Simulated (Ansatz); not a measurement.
**Work function of Na(111): what the settings cost and change**

Aim: the numerical settings behind the work function of Na(111), with the cost of each.

Calculated with Ansatz 0.2.0; plane-wave DFT, PBE, Ansatz PAW.

### 1. The structure

The cell holds 11 atoms: 11 Na. Its edges and angles: a = 5.982 Å, b = 5.982 Å, c = 30.211 Å, α = 90.0°, β = 90.0°, γ = 60.0°. Vacuum lies along c.

### 2. Slab, setting cutoff 200 eV

A work function rests on the faint tail of the density, so the SCF threshold is tight. The cutoff is raised first; then mesh and smearing are varied at the default cutoff.

The input, input.yaml:

```yaml
crystal:
  lattice:
    - [5.9821233688, 0.0, 0.0]
    - [2.9910616844, 5.180670806, 0.0]
    - [0.0, 0.0, 30.2109581934]
  atoms:
    - { symbol: Na, position: [0.6666666667, 0.6666666667, 0.2979051489] }
    - { symbol: Na, position: [0.0, 0.0, 0.3383241191] }
    - { symbol: Na, position: [0.3333333333, 0.3333333333, 0.3787430894] }
    - { symbol: Na, position: [0.6666666667, 0.6666666667, 0.4191620596] }
    - { symbol: Na, position: [0.0, 0.0, 0.4595810298] }
    - { symbol: Na, position: [0.3333333333, 0.3333333333, 0.5] }
    - { symbol: Na, position: [0.6666666667, 0.6666666667, 0.5404189702] }
    - { symbol: Na, position: [0.0, 0.0, 0.5808379404] }
    - { symbol: Na, position: [0.3333333333, 0.3333333333, 0.6212569106] }
    - { symbol: Na, position: [0.6666666667, 0.6666666667, 0.6616758809] }
    - { symbol: Na, position: [0.0, 0.0, 0.7020948511] }
kpoints:
  mp_grid: { grid: [8, 8, 1] }
hamiltonian:
  xc: pbe
scf:
  occupations: { method: fermi_dirac, width: 0.1 }
  convergence: { dr2_threshold: 1.0e-09 }
efield:
  axis: 3
  dipole_correction: true
  ramp_position: 0.97
  ramp_width: 0.06
basis:
  ecutwfc: "200 eV"
output:
  write_potential: true
  write_density: true
  volumetric_format: npy
  elf: true
```

The run is started by

```
ansatz run input.yaml --threads 2 --pin off --max-ram 3072MiB --backend cpu --events-out ev --progress --plain --runs-dir out
```

Numbers of over 12 decimals in the logs are rounded to 6 here.

The program printed:

```text
Warning: basis.ecutwfc = 200 eV is below the records' recommended 420 eV, and the density's cutoff is lower with it unless basis.ecutrho_ratio is high enough to keep the records' density cutoff: compare with a run at a higher cutoff
Engine: ansatz 0.2.0, aarch64-unknown-linux-gnu
Pseudopotentials: kind: paw
Pseudopotential: Na, paw, valence charge 9, recommended cutoff 420 eV (normal), Na.paw.azcp
Functional definition: PBE
  parameter kappa = 0.804
  parameter beta = 0.066725
  exchange = pbe_x(kappa = kappa, mu = beta*pi^2/3)
  correlation = pbe_c(beta = beta)
Crystal: 11 atoms, lattice volume = 936.280 Å³
Basis set: ecut = 200 eV, 5949 PW (Γ)
Bands: 61, of which v1, the nominal top of the filled ones, is band 50 counted from 1 (49 counted from 0)
Symmetry: 6 space group operations
k-points: 10 of 64 (time reversal used)
Non-local potential: Na, projectors of the file, l = 0: 3, l = 1: 2, l = 2: 1
PAW form: soft (Blöchl's): semilocal exchange-correlation on the pseudo side does not see the compensation charge
PAW one-centre angular grid: Na, 110 points (default); XC on 64 Gauss nodes
Initial density: superposition of atomic densities (neutral atoms: chi_scale 0, normalization atom), corrected by the library's trained network
Initial wavefunctions: pseudopotential atomic-orbital guess
Functional: x = pbe(κ = 0.804, μ = 0.219515), c = pbe(β = 0.066725)
SCF iter   1: F=—  HF=-16319.052209 eV  |F-HF|=—  |Δ(HF+E_count)|=         —  Δρ=2.55e-2  dr2=1.81e0  ethr=1.77e-3  p=0.000 e·Å  D=6.33e-14 V/Å  ΔV_dip=-0.00 eV  dr2_dipole=2.10e-10  V_vac-E_F(+/−)=2.36/2.36 eV  ⟨swp⟩=11.1  Hψ=3211  notcnv=0
efield: sawtooth ramp at fractional position 0.9700 (set: `efield.ramp_position`, or a place that a band, a saddle search or an elastic batch's reference lends), width 0.0600; the density the first Hamiltonian is built on has a dipole p = 0.000 e·Å; the dipole correction subtracts the counter field D = 6.33e-14 V/Å, which shifts the + side's vacuum level by -0.00 eV against the − side's; the planar-averaged density in the ramp window peaks in size at 1.5e-5 e/Å³
preconditioner: auto → LDOS  [metal: Δε(μ)=0.084 eV  Ē_g=2.773 eV  σ=0.100 eV  W_gap=0.21  n_scr=96 (ndim 8)  ℏωp=4.0 eV  f_vac=0.502  D(μ)=5.83/eV (n_scr^D=10)  β→1.0]
SCF iter   2: F=—  HF=-16318.065876 eV  |F-HF|=—  |Δ(HF+E_count)|=   9.86e-1  Δρ=1.50e-2  dr2=9.20e-1  ethr=1.77e-3  p=-0.000 e·Å  D=-4.41e-6 V/Å  ΔV_dip=0.00 eV  dr2_dipole=2.83e-9  V_vac-E_F(+/−)=2.69/2.69 eV  ⟨swp⟩=2.2  Hψ=1328  notcnv=0
SCF iter   3: F=—  HF=-16317.272741 eV  |F-HF|=—  |Δ(HF+E_count)|=   7.93e-1  Δρ=7.79e-4  dr2=4.02e-3  ethr=9.30e-4  p=-0.000 e·Å  D=-1.51e-6 V/Å  ΔV_dip=0.00 eV  dr2_dipole=4.63e-13  V_vac-E_F(+/−)=2.65/2.65 eV  ⟨swp⟩=2.2  Hψ=1222  notcnv=0
SCF iter   4: F=—  HF=-16317.272412 eV  |F-HF|=—  |Δ(HF+E_count)|=   3.28e-4  Δρ=5.26e-5  dr2=9.20e-5  ethr=4.06e-6  p=-0.000 e·Å  D=-4.03e-7 V/Å  ΔV_dip=0.00 eV  dr2_dipole=3.06e-13  V_vac-E_F(+/−)=2.67/2.67 eV  ⟨swp⟩=2.0  Hψ=648  notcnv=0
SCF iter   5: F=—  HF=-16317.272400 eV  |F-HF|=—  |Δ(HF+E_count)|=   1.24e-5  Δρ=1.82e-5  dr2=5.92e-6  ethr=9.29e-8  p=-0.000 e·Å  D=-1.24e-7 V/Å  ΔV_dip=0.00 eV  dr2_dipole=4.02e-13  V_vac-E_F(+/−)=2.67/2.67 eV  ⟨swp⟩=3.4  Hψ=1135  notcnv=0
SCF iter   6: F=—  HF=-16317.272536 eV  |F-HF|=—  |Δ(HF+E_count)|=   1.36e-4  Δρ=8.47e-6  dr2=4.56e-7  ethr=5.98e-9  p=-0.000 e·Å  D=-2.86e-8 V/Å  ΔV_dip=0.00 eV  dr2_dipole=8.55e-13  V_vac-E_F(+/−)=2.67/2.67 eV  ⟨swp⟩=2.0  Hψ=1127  notcnv=0
SCF iter   7: F=—  HF=-16317.272536 eV  |F-HF|=—  |Δ(HF+E_count)|=   1.80e-7  Δρ=1.45e-6  dr2=5.37e-8  ethr=4.60e-10  p=-0.000 e·Å  D=-1.63e-8 V/Å  ΔV_dip=0.00 eV  dr2_dipole=2.30e-13  V_vac-E_F(+/−)=2.67/2.67 eV  ⟨swp⟩=2.0  Hψ=1120  notcnv=0
SCF iter   8: F=—  HF=-16317.272536 eV  |F-HF|=—  |Δ(HF+E_count)|=   3.75e-8  Δρ=3.97e-7  dr2=2.58e-9  ethr=5.42e-11  p=-0.000 e·Å  D=-7.50e-9 V/Å  ΔV_dip=0.00 eV  dr2_dipole=5.60e-13  V_vac-E_F(+/−)=2.67/2.67 eV  ⟨swp⟩=2.9  Hψ=1108  notcnv=0
SCF iter   9: F=-16317.272536 eV  HF=-16317.272536 eV  |F-HF|=4.00e-11  |Δ(HF+E_count)|=  1.22e-10  Δρ=4.72e-8  dr2=1.22e-10  ethr=1.01e-12  p=-0.000 e·Å  D=-8.85e-10 V/Å  ΔV_dip=0.00 eV  dr2_dipole=1.50e-16  V_vac-E_F(+/−)=2.67/2.67 eV  ⟨swp⟩=7.8  Hψ=1685  notcnv=0
WARN: efield: at this solve's end the planar-averaged density reaches 2.25e-5 e/Å³ inside the ramp window [0.9369, 0.0631] (bound 1e-5 e/Å³); by the running means of the window's planes the mean density over a ramp is at most 1.32e-5 e/Å³, which is held to the bound (the quickstart, § The vacuum guard, A window that rings); the window's nearer edge stands 7.09 Å from this solve's nearest atom along the axis. Its work [...]
SCF 1 converged in 9 iterations: F = -16317.272536 eV  dr2 = 1.22e-10
  greatest PAW one-centre occupation: 1.089 electrons in one spin orbital (limit 2), on the Na atom at site 9 (counted from 0), in its partial waves of l = 1
WARN: The output density's exchange-correlation potential varies sharply where the density is thin. Do not read a vacuum level from v_tot or v_xc, or from such a field of the output density. On a cell that repeats whose density bears no net charge and no dipole along the vacuum's axis use v_es (v_loc + v_h of the components); under efield.dipole_correction with no amplitude use v_es + v_field, which holds any externa [...]
SCF converged after 9 iterations
Free energy (F): -16317.272536 eV
Harris-Foulkes:  -16317.272536 eV  (|F-HF|=4.00e-11)
Internal energy: -16317.087248 eV  (E = F + TS)
E sigma→0 (E₀):  -16317.179892 eV
Entropy (-TS):   -0.185288 eV (-16.844 meV/atom)
Fermi energy:    -0.711396 eV
Dipole field:    D = -0.000000 V/Å  (p = -0.000000 e·Å, saw-weighted, corrected)
Work function:   Φ+ = 2.6708 eV   Φ− = 2.6714 eV
Levels:          The Fermi level and band energies are counted from a zero that moves with the ramp; work functions are not
Vacuum region:   at the solve's end the planar-averaged density reaches 2.25e-5 e/Å³ inside the ramp window [0.9369, 0.0631] (bound 1e-5 e/Å³); by the running means of the window's planes the mean density over a ramp is at most 1.32e-5 e/Å³, which is held to the bound (the quickstart, § The vacuum guard, A window that rings)
--- Per-component energies (eV) ---
  E_band       = -2990.913662
  E_kinetic    = 1440.344518
  E_local      = -60568.507358  (includes V_loc(G=0)·N_el)
  E_nonlocal   = 1180.842940
  E_hartree    = 28018.205668
  E_xc         = -442.161747
  E_vxc        = -568.664412  (∫ρ·V_xc dr)
  E_paw        = -2912.863684  (= ΣΔE_a)
  E_vpaw       = -511.343679  (= ΣTr[D̂ρ^β])
  E_aug_tail   = 0.005245  (compensation charges beyond the density's cutoff)
  E_efield     = 0.000000  (sawtooth field / dipole correction)
  E_vefield    = 0.000000  (∫n·V_field dr)
  E_ewald      = 16967.047170
  E_smearing   = -0.185288  (= −TS)
  E_closure    = -0.000000  (closes the sum)
  Σ components = -16317.272536   (vs F -16317.272536, Δ=0.00e0)
--- Band table (eV; the first three rows and the last of 10) ---
  k-point 0: bands = [... 46 lower, -2.5652, -1.6216, -0.6050, 0.3905, 1.2178, 1.4535, 1.4535, 1.4921, ... 7 higher]
  k-point 1: bands = [... 46 lower, -2.4768, -1.5347, -0.5205, 0.4320, 0.4743, 0.8862, 0.9043, 1.2848, ... 7 higher]
  k-point 2: bands = [... 46 lower, -2.2141, -1.2784, -0.6450, -0.2837, -0.1630, 0.4989, 0.5326, 0.7130, ... 7 higher]
  k-point 9: bands = [... 46 lower, -1.6984, -1.6003, -1.4203, -1.0125, -0.9255, -0.8323, -0.2086, 0.0076, ... 7 higher]
```

The job ended after 24 s (2 threads of Arm Neoverse N1, shared host; peak memory 0.56 GiB).

This step gave:

- energy at zero smearing: -16317.1799 eV
- work function, upper face: 2.671 eV

Running mean over 1.221 Å of the planar mean; the ramp of the sawtooth is left out. Electron's electrostatic potential energy less the Fermi level against z:

```csv
z (Å),electron's electrostatic potential energy less the Fermi level (eV)
3.5,2.66
4.0,2.66
4.5,2.65
5.0,2.64
5.5,2.63
6.0,2.60
6.5,2.55
7.0,2.44
7.5,2.20
8.0,1.62
8.5,0.377
9.0,-0.549
9.5,-0.808
10.0,-0.852
10.5,-0.837
11.0,-0.828
11.5,-0.832
12.0,-0.836
12.5,-0.830
13.0,-0.819
13.5,-0.814
14.0,-0.820
14.5,-0.832
15.0,-0.839
15.5,-0.836
16.0,-0.825
16.5,-0.815
17.0,-0.815
17.5,-0.825
18.0,-0.835
18.5,-0.835
19.0,-0.829
19.5,-0.831
20.0,-0.847
20.5,-0.841
21.0,-0.702
21.5,-0.115
22.0,1.16
22.5,2.02
23.0,2.36
23.5,2.52
24.0,2.59
24.5,2.62
25.0,2.64
25.5,2.65
26.0,2.66
26.5,2.66
27.0,2.66
```

ELF in the ca plane at fractional y = 0.000, with atoms of Na within 0.2 Å of it. It is the smooth field of the valence electrons, not physical close to the nuclei.

Ten even steps from '0' (0.00) to '9' (0.59), each cell a mean:
```
78802221397881222129789122331987921000000000
87212322058731233204883023441388501000000000
11122542211112254221111225634111110000000000
33335553222222466422222246764332201100000000
44566556543345656654334566787532232000000000
87655655666665565566665556767876321000000000
77422332356642233235664223333464210000000000
76322222246632122224663222222354210000000000
77322222246632222224663222222354210000000000
88543543466654354346665435545665320000000000
76666566655556666665555666788765331000000000
33345555322223556532222356775332112100000000
11223552211122355222111236744311110100000000
43122432114311243211441124542144111000000000
99502221289960222218997122330799811000000000
47812221494692222139559222322955940000000000
```
Columns run along c (16.0 Å, from fractional 0.34 to 0.87 of the cell), rows up along a (6.0 Å). Atoms in or near the plane, at fractional coordinates: Na at (0.34, 0.00), Na at (0.46, 0.00), Na at (0.58, 0.00), Na at (0.70, 0.00).

Electrostatic potential energy in the ca plane at fractional y = 0.000, with atoms of Na within 0.2 Å of it. With pseudopotentials it is smooth inside the atoms' cores, unlike the true potential.

Ten even steps from '0' (-45 eV) to '9' (2 eV), each cell a mean:
```
00589999730058999983004899998400389999999999
56899999875689999987558999999755789999999999
88999999998899999999889999999988899999999999
99999999999999999999999999999999999999999999
99999999999999999999999999999999999999999999
99999999999999999999999999999999999999999999
99999999999999999999999999999999999999999999
99999999999999999999999999999999999999999999
99999999999999999999999999999999999999999999
99999999999999999999999999999999999999999999
99999999999999999999999999999999999999999999
99999999999999999999999999999999999999999999
99999999999999999999999999999999999999999999
77899999987789999998778999999877899999999999
12789999851268999985226899998622589999999999
00489999710048999982003899998200289999999999
```
Columns run along c (16.0 Å, from fractional 0.34 to 0.87 of the cell; values clipped at the 3rd and 97th percentile), rows up along a (6.0 Å). Atoms in or near the plane, at fractional coordinates: Na at (0.34, 0.00), Na at (0.46, 0.00), Na at (0.58, 0.00), Na at (0.70, 0.00).

Valence density in the ca plane at fractional y = 0.000, with atoms of Na within 0.2 Å of it. It is the smooth field of the valence electrons, not physical close to the nuclei.

Ten steps, logarithmic in the rise over the least value, from '0' (0 e/Å³) to '9' (17 e/Å³), each cell a mean:
```
98400000269851000016885100001588610000000000
54100000035420000002442000000244200000000000
10000000001000000000000000000000000000000000
00000000000000000000000000000000000000000000
00000000000000000000000000000000000000000000
00000000000000000000000000000000000000000000
00000000000000000000000000000000000000000000
00000000000000000000000000000000000000000000
00000000000000000000000000000000000000000000
00000000000000000000000000000000000000000000
00000000000000000000000000000000000000000000
00000000000000000000000000000000000000000000
00000000000000000000000000000000000000000000
22000000012210000001221000000122100000000000
76300000157730000014773100001477400000000000
99510000279961000027996100001699710000000000
```
Columns run along c (16.0 Å, from fractional 0.34 to 0.87 of the cell), rows up along a (6.0 Å). Atoms in or near the plane, at fractional coordinates: Na at (0.34, 0.00), Na at (0.46, 0.00), Na at (0.58, 0.00), Na at (0.70, 0.00).

The work function is 2.671 eV.

### 3. Run

input.yaml, as its differences from that of step 2:

```diff
@@ -30,3 +30,3 @@
 basis:
-  ecutwfc: "200 eV"
+  ecutwfc: "300 eV"
 output:
@@ -35,2 +35 @@
   volumetric_format: npy
-  elf: true
```

The program printed:

```text
[...]
Crystal: 11 atoms, lattice volume = 936.280 Å³
Basis set: ecut = 300 eV, 11155 PW (Γ)
Bands: 61, of which v1, the nominal top of the filled ones, is band 50 counted from 1 (49 counted from 0)
Symmetry: 6 space group operations
k-points: 10 of 64 (time reversal used)
[...]
k-point 1: bands = [... 46 lower, -2.4142, -1.4764, -0.4716, 0.4874, 0.5126, 0.9403, 0.9540, 1.3412, ... 7 higher]
  k-point 2: bands = [... 46 lower, -2.1513, -1.2196, -0.5843, -0.2319, -0.1064, 0.5513, 0.5881, 0.7543, ... 7 higher]
  k-point 9: bands = [... 46 lower, -1.6347, -1.5374, -1.3568, -0.9492, -0.8635, -0.7725, -0.1499, 0.0668, ... 7 higher]
[key lines of the parts left out:]
SCF converged after 9 iterations
Free energy (F): -16349.164601 eV
Fermi energy:    -0.651946 eV
Dipole field:    D = 0.000000 V/Å  (p = 0.000000 e·Å, saw-weighted, corrected)
Work function:   Φ+ = 2.5816 eV   Φ− = 2.5816 eV
```

It took 48 s on 2 threads; peak memory 0.85 GiB.

The work function is 2.582 eV, -0.089 eV from the run “cutoff 200 eV”, at 1.9 times its CPU time.

### 4. Run

input.yaml, as its differences from that of step 3:

```diff
@@ -30,3 +30,3 @@
 basis:
-  ecutwfc: "300 eV"
+  ecutwfc: "420 eV"
 output:
```

The program printed:

```text
[...]
Crystal: 11 atoms, lattice volume = 936.280 Å³
Basis set: ecut = 420 eV, 18149 PW (Γ)
Bands: 61, of which v1, the nominal top of the filled ones, is band 50 counted from 1 (49 counted from 0)
Symmetry: 6 space group operations
k-points: 10 of 64 (time reversal used)
[...]
k-point 1: bands = [... 46 lower, -2.4137, -1.4759, -0.4711, 0.4882, 0.5135, 0.9412, 0.9549, 1.3439, ... 7 higher]
  k-point 2: bands = [... 46 lower, -2.1507, -1.2191, -0.5835, -0.2314, -0.1056, 0.5524, 0.5890, 0.7550, ... 7 higher]
  k-point 9: bands = [... 46 lower, -1.6340, -1.5367, -1.3560, -0.9484, -0.8627, -0.7718, -0.1492, 0.0672, ... 7 higher]
[key lines of the parts left out:]
SCF converged after 8 iterations
Free energy (F): -16349.685684 eV
Fermi energy:    -0.651243 eV
Dipole field:    D = 0.000001 V/Å  (p = 0.000006 e·Å, saw-weighted, corrected)
Work function:   Φ+ = 2.5819 eV   Φ− = 2.5820 eV
```

It took 75 s on 2 threads; peak memory 1.2 GiB.

The work function is 2.582 eV, -0.089 eV from the run “cutoff 200 eV”, at 3.0 times its CPU time.

### 5. Slab

input.yaml, as its differences from that of step 4:

```diff
@@ -30,3 +30,3 @@
 basis:
-  ecutwfc: "420 eV"
+  ecutwfc: "600 eV"
 output:
```

The program printed:

```text
[...]
Crystal: 11 atoms, lattice volume = 936.280 Å³
Basis set: ecut = 600 eV, 31147 PW (Γ)
Bands: 61, of which v1, the nominal top of the filled ones, is band 50 counted from 1 (49 counted from 0)
Symmetry: 6 space group operations
k-points: 10 of 64 (time reversal used)
[...]
k-point 1: bands = [... 46 lower, -2.4134, -1.4757, -0.4709, 0.4885, 0.5140, 0.9414, 0.9550, 1.3447, ... 7 higher]
  k-point 2: bands = [... 46 lower, -2.1504, -1.2188, -0.5832, -0.2311, -0.1053, 0.5526, 0.5892, 0.7555, ... 7 higher]
  k-point 9: bands = [... 46 lower, -1.6336, -1.5363, -1.3557, -0.9481, -0.8624, -0.7715, -0.1489, 0.0675, ... 7 higher]
[key lines of the parts left out:]
SCF converged after 8 iterations
Free energy (F): -16349.693719 eV
Fermi energy:    -0.650951 eV
Dipole field:    D = -0.000000 V/Å  (p = -0.000001 e·Å, saw-weighted, corrected)
Work function:   Φ+ = 2.5817 eV   Φ− = 2.5817 eV
```

It took 2.2 min on 2 threads; peak memory 1.9 GiB; 3.8 min of CPU time.

The work function is 2.582 eV, -0.000 eV from the run “cutoff 420 eV”, at 1.8 times its CPU time.

### 6. Slab

input.yaml, as its differences from that of step 5:

```diff
@@ -18,3 +18,3 @@
 kpoints:
-  mp_grid: { grid: [8, 8, 1] }
+  mp_grid: { grid: [1, 1, 1] }
 hamiltonian:
@@ -29,4 +29,2 @@
   ramp_width: 0.06
-basis:
-  ecutwfc: "600 eV"
 output:
```

The program printed:

```text
[...]
Crystal: 11 atoms, lattice volume = 936.280 Å³
Basis set: ecut = 420 eV, 18149 PW (Γ)
Bands: 61, of which v1, the nominal top of the filled ones, is band 50 counted from 1 (49 counted from 0)
Symmetry: 6 space group operations
k-points: 1
[...]
Internal energy: -16350.314064 eV  (E = F + TS)
E sigma→0 (E₀):  -16350.472183 eV
Entropy (-TS):   -0.316238 eV (-28.749 meV/atom)
Fermi energy:    -0.133211 eV
Dipole field:    D = 0.000002 V/Å  (p = 0.000009 e·Å, saw-weighted, corrected)
Work function:   Φ+ = 3.0471 eV   Φ− = 3.0472 eV
[...]
--- Band table (eV) ---
  k-point 0: bands = [... 46 lower, -3.4844, -2.3382, -1.1493, 0.0103, 0.1109, 0.1109, 0.1205, 0.1205, ... 7 higher]
[key lines of the parts left out:]
SCF converged after 13 iterations
Free energy (F): -16350.630302 eV
```

It took 13 s on 2 threads; peak memory 0.56 GiB.

The work function is 3.047 eV, +0.465 eV from the run “cutoff 420 eV”, at 0.11 times its CPU time.

### 7. Slab

input.yaml, as its differences from that of step 6:

```diff
@@ -18,3 +18,3 @@
 kpoints:
-  mp_grid: { grid: [1, 1, 1] }
+  mp_grid: { grid: [3, 3, 1] }
 hamiltonian:
```

The program printed:

```text
[...]
Crystal: 11 atoms, lattice volume = 936.280 Å³
Basis set: ecut = 420 eV, 18149 PW (Γ)
Bands: 61, of which v1, the nominal top of the filled ones, is band 50 counted from 1 (49 counted from 0)
Symmetry: 6 space group operations
k-points: 3 of 9 (time reversal used)
[...]
Work function:   Φ+ = 2.6899 eV   Φ− = 2.6899 eV
[...]
--- Band table (eV) ---
  k-point 0: bands = [... 46 lower, -2.5128, -1.5570, -0.5583, 0.4233, 1.2761, 1.5346, 1.5346, 1.5790, ... 7 higher]
  k-point 1: bands = [... 46 lower, -1.8918, -1.1911, -0.9592, -0.7328, -0.0440, 0.0455, 0.4111, 0.8010, ... 7 higher]
  k-point 2: bands = [... 46 lower, -1.7728, -1.4205, -1.4205, -1.2538, -0.7338, -0.7338, -0.4726, 0.2511, ... 7 higher]
[key lines of the parts left out:]
SCF converged after 9 iterations
Free energy (F): -16349.742497 eV
Fermi energy:    -0.767192 eV
Dipole field:    D = 0.000001 V/Å  (p = 0.000004 e·Å, saw-weighted, corrected)
```

The job ended after 26 s (2 threads; peak memory 0.92 GiB; 40 s of CPU time).

The work function is 2.690 eV, +0.108 eV from the run “cutoff 420 eV”, at 0.32 times its CPU time.

[end of part 1 of 2]

[Logs are printed without paths, hosts, clocks, repeated set-up lines and the standing remarks that a program may print on its own settings, such as how far it seeks lower states.]

[Hosts, paths, dates, database ids (printed as entryN), source tags and the programs' standing remarks are cut or masked in the printed files.]

[Maps of the electrostatic potential energy from Ansatz leave out the sawtooth potential of an applied field or a dipole correction, so their vacuum need not be flat; planar profiles and work functions include it.]
